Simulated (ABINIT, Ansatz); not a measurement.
## SrCl2 (Fm-3m): Raman and infrared activity

Which lines does SrCl2 (Fm-3m) show in Raman and infrared spectra?

Calculated with ABINIT 10.8.3; DFT LDA, scalar-relativistic, plane waves, PseudoDojo norm-conserving pseudopotentials.

## (1) The structure

The structure is cubic, space group Fm-3m (No. 225). Conventional cell: a = 6.799 Å, b = 6.799 Å, c = 6.799 Å, α = 90.00°, β = 90.00°, γ = 90.00°. Sr has 8 Cl at 2.94 Å nearest. Nearest to Cl lie 4 Sr at 2.94 Å. Farther neighbours and most contacts between anions are not listed.

## (2) Relaxing the cell and atoms

The harmonic expansion needs vanishing forces, and a free crystal bears no stress, so cell and atoms are brought to rest. Stress is more sensitive to the basis than forces are: the last 3 Ha under the cutoff are smoothed with ecutsm, and the cutoff is raised above that of the later runs.

The starting cell comes from a relaxation made beforehand in Ansatz (LDA, PseudoDojo NC).

relax.abi

```
# relaxation
ionmov 2
optcell 2
dilatmx 1.08
ntime 40
tolmxf 1.0d-05
tolvrs 1.0d-14
prtwf 0
prtden 0
chksymtnons 0

# basis, mesh and filling
ecut 35.0
ecutsm 3.0
ngkpt 6 6 6
nshiftk 1
shiftk 0.0 0.0 0.0
istwfk *1
occopt 1
nband 12
nstep 100
diemac 9.0
prtebands 0
prtgsr 0

# cell and atoms
acell 3*1.0 Angstrom
rprim 
    -3.399636674 0.0 3.399636674
    0.0 3.399636674 3.399636674
    -3.399636674 3.399636674 0.0
ntypat 2
znucl 38 17
natom 3
typat 1 2 2
xred 
    0.0 0.0 0.0
    0.75 0.75 0.75
    0.25 0.25 0.25
pp_dirpath "./pseudo"
pseudos "Sr.upf, Cl.upf"
```

Run with:

```console
OMP_NUM_THREADS=1 mpirun -n 4 abinit relax.abi > relax.log
```

Numbers of over 12 decimals in the logs are rounded to 6 here.

relax.abo, the main output file:

```text
[banners, grids, parts of the stress and lines that vanish by symmetry left out]
- input  file    -> relax.abi
- output file    -> relax.abo
- root for input  files -> relaxi
[...]
Symmetries : space group Fm -3 m (#225); Bravais cF (face-center cubic)
[...]
mpw =        6638          nfft =      157464          nkpt =          16
[...]
== DATASET  1 ==================================================================
[...]
cutoff_energies: {ecut:  35.0, pawecutdg:  -1.0, }
[...]
ETOT  1  -67.319737069954    -6.732E+01 9.270E-02 1.005E+02
 ETOT  2  -67.348867475323    -2.913E-02 5.056E-06 1.860E+01
 ETOT  3  -67.351151113236    -2.284E-03 3.416E-05 2.442E-01
 ETOT  4  -67.351165227461    -1.411E-05 3.077E-07 1.307E-02
 ETOT  5  -67.351165452243    -2.248E-07 8.407E-09 4.946E-04
[...]
At SCF step   11       vres2   =  5.22E-15 < tolvrs=  1.00E-14 =>converged.
[...]
sigma(1 1)=  1.72232137E-07  sigma(3 2)=  0.00000000E+00
  sigma(2 2)=  1.72232137E-07  sigma(3 1)=  0.00000000E+00
  sigma(3 3)=  1.72232137E-07  sigma(2 1)=  0.00000000E+00
[...]
convergence: {deltae:  3.055E-12, res2:  5.221E-15, residm:  4.934E-20, diffor: null, }
etotal    :  -6.73511655E+01
[...]
ETOT  1  -67.351165465510    -6.735E+01 5.635E-14 1.233E-05
[...]
At SCF step    8       vres2   =  1.04E-16 < tolvrs=  1.00E-14 =>converged.
[...]
sigma(1 1)=  1.48990453E-07  sigma(3 2)=  0.00000000E+00
  sigma(2 2)=  1.48990453E-07  sigma(3 1)=  0.00000000E+00
  sigma(3 3)=  1.48990453E-07  sigma(2 1)=  0.00000000E+00
[...]
convergence: {deltae:  1.251E-12, res2:  1.039E-16, residm:  1.200E-20, diffor: null, }
etotal    :  -6.73511655E+01
[...]
ETOT  1  -67.351165444980    -6.735E+01 5.770E-12 5.066E-04
[...]
ETOT  7  -67.351165469978    -3.268E-13 5.732E-17 7.915E-13
 ETOT  8  -67.351165469981    -2.288E-12 4.864E-19 3.778E-15
 At SCF step    8       vres2   =  3.78E-15 < tolvrs=  1.00E-14 =>converged.
[...]
sigma(1 1)= -6.11841047E-12  sigma(3 2)=  0.00000000E+00
  sigma(2 2)= -6.11841090E-12  sigma(3 1)=  0.00000000E+00
  sigma(3 3)= -6.11840916E-12  sigma(2 1)=  0.00000000E+00
[...]
convergence: {deltae: -2.288E-12, res2:  3.778E-15, residm:  4.864E-19, diffor: null, }
etotal    :  -6.73511655E+01
[...]
At Broyd/MD step   3, gradients are converged :
[...]
sigma(1 1)= -6.11841047E-12  sigma(3 2)=  0.00000000E+00
  sigma(2 2)= -6.11841090E-12  sigma(3 1)=  0.00000000E+00
  sigma(3 3)= -6.11840916E-12  sigma(2 1)=  0.00000000E+00
[...]
- sigma(1 1)= -1.80009851E-07  sigma(3 2)=  0.00000000E+00
- sigma(2 2)= -1.80009863E-07  sigma(3 1)=  0.00000000E+00
- sigma(3 3)= -1.80009812E-07  sigma(2 1)=  0.00000000E+00
[...]
fcart     -0.0000000000E+00 -0.0000000000E+00 -0.0000000000E+00
           strten     -6.1184104658E-12 -6.1184108995E-12 -6.1184091647E-12
================================================================================

[key lines of the parts left out:]
pressure_GPa:   1.8001E-07
Total energy (etotal) [Ha]= -6.73511654699808E+01
```

Elapsed: 36 s, on 4 MPI ranks of Arm Neoverse V1, shared host; 2.4 min of CPU time.

Little changed from the start: no atom moved by 0.005 Å and no cell edge by 0.1 %.

Read from the output:

```yaml
volume_per_atom: 26.19 Å³
pressure: 1.80e-7 GPa
```

## (3) Self-consistent run for the response

First-order wavefunctions inherit every error of the ground state, hence the very tight tolvrs. The mesh is shifted off Γ, since shifted meshes converge sums over the zone faster.

gs.abi

```
# ground state
tolvrs 1.0d-16
prtden 1
prtwf 1

# basis, mesh and filling
ecut 28.0
ngkpt 4 4 4
nshiftk 4
shiftk 
    0.5 0.5 0.5
    0.5 0.0 0.0
    0.0 0.5 0.0
    0.0 0.0 0.5
istwfk *1
occopt 1
nband 12
nstep 100
diemac 9.0
prtebands 0
prtgsr 0

# cell and atoms
acell 3*1.0 Angstrom
rprim 
    -3.399506518 0.0 3.399506518
    0.0 3.399506518 3.399506518
    -3.399506518 3.399506518 0.0
ntypat 2
znucl 38 17
natom 3
typat 1 2 2
xred 
    0.0 0.0 0.0
    0.75 0.75 0.75
    0.25 0.25 0.25
pp_dirpath "./pseudo"
pseudos "Sr.upf, Cl.upf"
```

Run with:

```console
OMP_NUM_THREADS=1 mpirun -n 4 abinit gs.abi > gs.log
```

gs.abo, the main output file:

```text
[banners, grids, parts of the stress and lines that vanish by symmetry left out]
- input  file    -> gs.abi
- output file    -> gs.abo
- root for input  files -> gsi
[...]
Symmetries : space group Fm -3 m (#225); Bravais cF (face-center cubic)
[...]
mpw =        3760          nfft =       91125          nkpt =          10
[...]
== DATASET  1 ==================================================================
[...]
cutoff_energies: {ecut:  28.0, pawecutdg:  -1.0, }
[...]
ETOT  1  -67.327616684912    -6.733E+01 2.243E-02 6.172E+01
 ETOT  2  -67.347959031678    -2.034E-02 8.735E-07 1.304E+01
 ETOT  3  -67.350735984848    -2.777E-03 3.752E-05 1.112E-01
 ETOT  4  -67.350745101441    -9.117E-06 1.641E-07 8.193E-03
 ETOT  5  -67.350745435027    -3.336E-07 2.595E-09 3.269E-04
[...]
ETOT 10  -67.350745453196     5.400E-13 3.287E-18 2.899E-14
 ETOT 11  -67.350745453198    -2.018E-12 9.729E-20 9.273E-17
 At SCF step   11       vres2   =  9.27E-17 < tolvrs=  1.00E-16 =>converged.
[...]
sigma(1 1)=  8.29867817E-06  sigma(3 2)=  0.00000000E+00
  sigma(2 2)=  8.29867817E-06  sigma(3 1)=  0.00000000E+00
  sigma(3 3)=  8.29867817E-06  sigma(2 1)=  0.00000000E+00
[...]
convergence: {deltae: -2.018E-12, res2:  9.273E-17, residm:  9.729E-20, diffor: null, }
etotal    :  -6.73507455E+01
[...]
sigma(1 1)=  8.29867817E-06  sigma(3 2)=  0.00000000E+00
  sigma(2 2)=  8.29867817E-06  sigma(3 1)=  0.00000000E+00
  sigma(3 3)=  8.29867817E-06  sigma(2 1)=  0.00000000E+00
[...]
- sigma(1 1)=  2.44155541E-01  sigma(3 2)=  0.00000000E+00
- sigma(2 2)=  2.44155541E-01  sigma(3 1)=  0.00000000E+00
- sigma(3 3)=  2.44155541E-01  sigma(2 1)=  0.00000000E+00
[...]
fcart     -0.0000000000E+00 -0.0000000000E+00 -0.0000000000E+00
           strten      8.2986781707E-06  8.2986781707E-06  8.2986781707E-06
================================================================================

[key lines of the parts left out:]
pressure_GPa:  -2.4416E-01
```

Elapsed: 8.2 s, on 4 MPI ranks; 33 s of CPU time.

This step gave:

| Quantity | Value |
| --- | --- |
| pressure | -0.2442 GPa |

The cell stands at -0.24 GPa: the relaxation ran with a smoothed and higher cutoff and on another k mesh.

## (4) Empty bands

Empty bands on the ground state's density check that the gap assumed so far is there in this cell.

gap.abi

```
# empty bands on the ground state's density
iscf -2
getden_filepath "gso_DEN"
tolwfr 1.0d-12
nbdbuf 2
prtwf 0

# basis, mesh and filling
ecut 28.0
ngkpt 6 6 6
nshiftk 1
shiftk 0.0 0.0 0.0
istwfk *1
occopt 1
nband 16
nstep 100
diemac 9.0
prtebands 0
prtgsr 0

# cell and atoms
acell 3*1.0 Angstrom
rprim 
    -3.399506518 0.0 3.399506518
    0.0 3.399506518 3.399506518
    -3.399506518 3.399506518 0.0
ntypat 2
znucl 38 17
natom 3
typat 1 2 2
xred 
    0.0 0.0 0.0
    0.75 0.75 0.75
    0.25 0.25 0.25
pp_dirpath "./pseudo"
pseudos "Sr.upf, Cl.upf"
```

Run with:

```console
OMP_NUM_THREADS=1 mpirun -n 4 abinit gap.abi > gap.log
```

gap.abo, the main output file:

```text
[banners, grids, parts of the stress and lines that vanish by symmetry left out]
- input  file    -> gap.abi
- output file    -> gap.abo
- root for input  files -> gapi
[...]
Symmetries : space group Fm -3 m (#225); Bravais cF (face-center cubic)
[...]
mpw =        3812          nfft =       91125          nkpt =          16
[...]
== DATASET  1 ==================================================================
[...]
cutoff_energies: {ecut:  28.0, pawecutdg:  -1.0, }
[...]
-outvars: echo values of variables after computation
            acell      1.8897261259E+00  1.8897261259E+00  1.8897261259E+00 Bohr
================================================================================
```

The job ended after 9.8 s (4 MPI ranks).

This step gave:

- gap on the k-mesh: 5.103 eV

In this cell the gap on the mesh is 5.1 eV, direct, so fixed occupations hold.

## (5) Zone-centre response

The derivative of the wavefunctions by k comes first, since the response to a field is built on it; then the field and the displacements that symmetry doesn't supply are solved at q = 0. By the 2n+1 theorem the first-order wavefunctions also give third derivatives: Raman tensors and the non-linear susceptibility.

It reads the wavefunctions written in step 3.

dfpt_gamma.abi

```
ndtset 3

# common to the responses
getwfk_filepath "gso_WFK"
kptopt 2
nqpt 1
qpt 0.0 0.0 0.0
asr 0
chneut 0

# d/dk
rfelfd1 2
rfdir1 1 1 1
iscf1 -3
tolwfr1 1.0d-20

# displacements, field
rfphon2 1
rfatpol2 1 3
rfdir2 1 1 1
rfelfd2 3
getddk2 1
tolvrs2 1.0d-10
prepanl2 1
prtden2 1

# third order
optdriver3 5
getden_filepath3 "gso_DEN"
get1den3 2
get1wf3 2
getddk3 1
d3e_pert1_elfd3 1
d3e_pert1_phon3 1
d3e_pert1_atpol3 1 3
d3e_pert1_dir3 1 1 1
d3e_pert2_elfd3 1
d3e_pert2_dir3 1 1 1
d3e_pert3_elfd3 1
d3e_pert3_dir3 1 1 1
usepead3 1
tolvrs3 1.0d-10

# basis, mesh and filling
ecut 28.0
ngkpt 4 4 4
nshiftk 4
shiftk 
    0.5 0.5 0.5
    0.5 0.0 0.0
    0.0 0.5 0.0
    0.0 0.0 0.5
istwfk *1
occopt 1
nband 12
nstep 100
diemac 9.0
prtebands 0
prtgsr 0

# cell and atoms
acell 3*1.0 Angstrom
rprim 
    -3.399506518 0.0 3.399506518
    0.0 3.399506518 3.399506518
    -3.399506518 3.399506518 0.0
ntypat 2
znucl 38 17
natom 3
typat 1 2 2
xred 
    0.0 0.0 0.0
    0.75 0.75 0.75
    0.25 0.25 0.25
pp_dirpath "./pseudo"
pseudos "Sr.upf, Cl.upf"
```

Run with:

```console
OMP_NUM_THREADS=1 mpirun -n 4 abinit dfpt_gamma.abi > dfpt_gamma.log
```

dfpt_gamma.abo, the main output file:

```text
[banners, grids, parts of the stress and lines that vanish by symmetry left out]
- input  file    -> dfpt_gamma.abi
- output file    -> dfpt_gamma.abo
- root for input  files -> dfpt_gammai
[...]
DATASET    1 : space group Fm -3 m (#225); Bravais cF (face-center cubic)
[...]
nfft =       91125          nkpt =         128
[...]
DATASET    2 : space group Fm -3 m (#225); Bravais cF (face-center cubic)
[...]
nfft =       91125          nkpt =         128
[...]
DATASET    3 : space group Fm -3 m (#225); Bravais cF (face-center cubic)
[...]
mpw =        3760          nfft =       91125          nkpt =         128
[...]
== DATASET  1 ==================================================================
[...]
cutoff_energies: {ecut:  28.0, pawecutdg:  -1.0, }
[...]
- 17.00000   7.00000  180309                  znucl, zion, pspdat
[...]
Perturbation : derivative vs k along direction   1
[...]
-ETOT  1  -16.396783681715     -1.640E+01 5.395E-02 0.000E+00
 ETOT  2  -16.427009738749     -3.023E-02 1.876E-04 0.000E+00
 ETOT  3  -16.427128071376     -1.183E-04 1.163E-06 0.000E+00
 ETOT  4  -16.427128706698     -6.353E-07 8.103E-09 0.000E+00
 ETOT  5  -16.427128710546     -3.847E-09 9.822E-11 0.000E+00
[...]
At SCF step   10   max residual=  9.95E-21 < tolwfr=  1.00E-20 =>converged.
[...]
Perturbation : derivative vs k along direction   2
[...]
-ETOT  1  -16.396783681433     -1.640E+01 5.395E-02 0.000E+00
[...]
At SCF step   10   max residual=  9.95E-21 < tolwfr=  1.00E-20 =>converged.
[...]
Perturbation : derivative vs k along direction   3
[...]
-ETOT  1  -16.396783681152     -1.640E+01 5.395E-02 0.000E+00
[...]
At SCF step   10   max residual=  9.95E-21 < tolwfr=  1.00E-20 =>converged.
[...]
1        1       1.3476945740   -0.0000000000
     1        2      -0.6738472870    0.0000000000
     1        3      -0.6738472870    0.0000000000
     2        1      -0.6738472870    0.0000000000
     2        2       1.3476945740   -0.0000000000
     2        3       0.6738472870   -0.0000000000
     3        1      -0.6738472870    0.0000000000
     3        2       0.6738472870   -0.0000000000
     3        3       1.3476945740   -0.0000000000
[...]
== DATASET  2 ==================================================================
[...]
cutoff_energies: {ecut:  28.0, pawecutdg:  -1.0, }
[...]
Perturbation : displacement of atom   1   along direction   1
[...]
-ETOT  1   4.525375     -2.054E+03 1.017E+01 6.548E+02
[...]
At SCF step   10       vres2   =  1.62E-11 < tolvrs=  1.00E-10 =>converged.
[...]
Perturbation : displacement of atom   2   along direction   1
[...]
-ETOT  1   3.864278     -1.021E+03 1.262E+00 2.070E+03
[...]
At SCF step   11       vres2   =  1.22E-11 < tolvrs=  1.00E-10 =>converged.
[...]
Perturbation : homogeneous electric field along direction   1
[...]
-ETOT  1  -54.819261625235     -5.482E+01 4.544E-01 2.459E+04
[...]
At SCF step   11       vres2   =  1.88E-11 < tolvrs=  1.00E-10 =>converged.
[...]
Perturbation : homogeneous electric field along direction   2
[...]
-ETOT  1  -54.819261624618     -5.482E+01 4.544E-01 2.459E+04
[...]
At SCF step   11       vres2   =  1.88E-11 < tolvrs=  1.00E-10 =>converged.
[...]
Perturbation : homogeneous electric field along direction   3
[...]
-ETOT  1  -54.819261624000     -5.482E+01 4.544E-01 2.459E+04
[...]
ETOT 10  -64.440741059570     -7.347E-12 2.086E-14 9.479E-10
 ETOT 11  -64.440741059571     -4.405E-13 7.923E-16 1.879E-11
 At SCF step   11       vres2   =  1.88E-11 < tolvrs=  1.00E-10 =>converged.
[...]
Dielectric tensor, in cartesian coordinates,
[...]
1    5   1    5         3.1286519119        -0.0000000000
   1    5   2    5         0.0000000000        -0.0000000000
   1    5   3    5         0.0000000000        -0.0000000000
   2    5   1    5         0.0000000000        -0.0000000000
   2    5   2    5         3.1286519119        -0.0000000000
   2    5   3    5        -0.0000000000        -0.0000000000
   3    5   1    5         0.0000000000        -0.0000000000
   3    5   2    5        -0.0000000000        -0.0000000000
   3    5   3    5         3.1286519119        -0.0000000000
  Effective charges, in cartesian coordinates,
[...]
1    1   1    5         2.4882563087         0.0000000000
   2    1   1    5         0.0000000000         0.0000000000
   3    1   1    5        -0.0000000000         0.0000000000
   1    2   1    5        -1.2436752597         0.0000000000
   2    2   1    5         0.0000000000         0.0000000000
[...]
Effective charges, in cartesian coordinates,
[...]
2    5   1    3         0.0000000000         0.0000000000
   3    5   1    3        -0.0000000000         0.0000000000
   1    5   2    3         0.0000000000         0.0000000000
   2    5   2    3        -1.2436752527         0.0000000000
   3    5   2    3        -0.0000000000         0.0000000000
   1    5   3    3        -0.0000000000         0.0000000000
   2    5   3    3         0.0000000000         0.0000000000
   3    5   3    3        -1.2436752527         0.0000000000
  Phonon wavevector (reduced coordinates) :  0.00000  0.00000  0.00000
 Phonon energies in Hartree :
[...]
Phonon frequencies in cm-1    :
-  2.744389E-01  2.744391E-01  2.744399E-01  1.553950E+02  1.553950E+02
-  1.553950E+02  1.915818E+02  1.915818E+02  1.915818E+02
  Phonon at Gamma, with non-analyticity in the
[...]
Phonon energies in Hartree :
[...]
Phonon frequencies in cm-1    :
-  2.744389E-01  2.744391E-01  2.752532E-01  1.553950E+02  1.553950E+02
-  1.915818E+02  1.915818E+02  1.915818E+02  2.361296E+02
  Phonon at Gamma, with non-analyticity in the
[...]
Phonon energies in Hartree :
[...]
Phonon frequencies in cm-1    :
-  2.744389E-01  2.744399E-01  2.752525E-01  1.553950E+02  1.553950E+02
-  1.915818E+02  1.915818E+02  1.915818E+02  2.361296E+02
  Phonon at Gamma, with non-analyticity in the
[...]
Phonon energies in Hartree :
[...]
Phonon frequencies in cm-1    :
-  2.744391E-01  2.744399E-01  2.752523E-01  1.553950E+02  1.553950E+02
-  1.915818E+02  1.915818E+02  1.915818E+02  2.361296E+02
[...]
== DATASET  3 ==================================================================
[...]
cutoff_energies: {ecut:  28.0, pawecutdg:  -1.0, }
[...]
j1 : displacement of atom   2 along direction   1
[...]
j2 : displacement of atom   2 along direction   1
[...]
j2 : displacement of atom   2 along direction   1
[...]
1          1       -0.000000000       -0.000000000       -0.000000000
[...]
1          2       -0.000000000       -0.000000000       -0.000000000
[...]
1          3       -0.000000000       -0.000000000       -0.000000000
[...]
2          1        0.000000000       -0.000000000       -0.000000000
[...]
2          2       -0.000000000       -0.000000000       -0.011427587
[...]
2          3       -0.000000000       -0.011427587        0.000000000
[...]
3          1        0.000000000       -0.000000000       -0.000000000
[...]
3          2       -0.000000000        0.000000000        0.011427587
[...]
3          3       -0.000000000        0.011427587        0.000000000
[...]
strten2     0.0000000000E+00  0.0000000000E+00  0.0000000000E+00
           strten3     0.0000000000E+00  0.0000000000E+00  0.0000000000E+00
================================================================================
```

It took 8.4 min on 4 MPI ranks.

Numbers from this step:

| Property | Result |
| --- | --- |
| miss of the charge sum rule | 9.06e-4 e |
| largest acoustic frequency at the zone centre before the sum rule | 0.27 cm⁻¹ |
| highest optical zone-centre mode (no LO-TO term) | 191.6 cm⁻¹ |
| lowest optical zone-centre mode | 155.4 cm⁻¹ |
| mean high-frequency dielectric constant | 3.129 |
| largest Born charge in size (third of the trace) | 2.488 e |

Born charge (rows field, columns displacement), before the sum rule (e), principal values of the symmetric part by kind of site:

| atom | atoms with these values | low | middle | high | mean |
| --- | --- | --- | --- | --- | --- |
| Sr1 | 1 | 2.49 | 2.49 | 2.49 | 2.49 |
| Cl2 | 2 | -1.24 | -1.24 | -1.24 | -1.24 |

In full for Sr1:

```
2.49 0.00 0.00
0.00 2.49 0.00
0.00 0.00 2.49
```

High-frequency dielectric tensor:

```
3.13 0.00 0.00
0.00 3.13 0.00
0.00 0.00 3.13
```

The acoustic modes at Γ come out as far as 0.3 cm⁻¹ from zero, where they should vanish, a small numerical error; the Born charges miss their sum rule by 9.1e-4 e, which is good.

(Part 1 of 3 ends here.)

[Host names and launcher messages were left out of these logs when they were recorded.]

[Logs are printed without paths, hosts, clocks, repeated set-up lines and the standing remarks that a program may print on its own settings, such as how far it seeks lower states.]

[Hosts, paths, dates, database ids (printed as entryN), source tags and the programs' standing remarks are cut or masked in the printed files.]
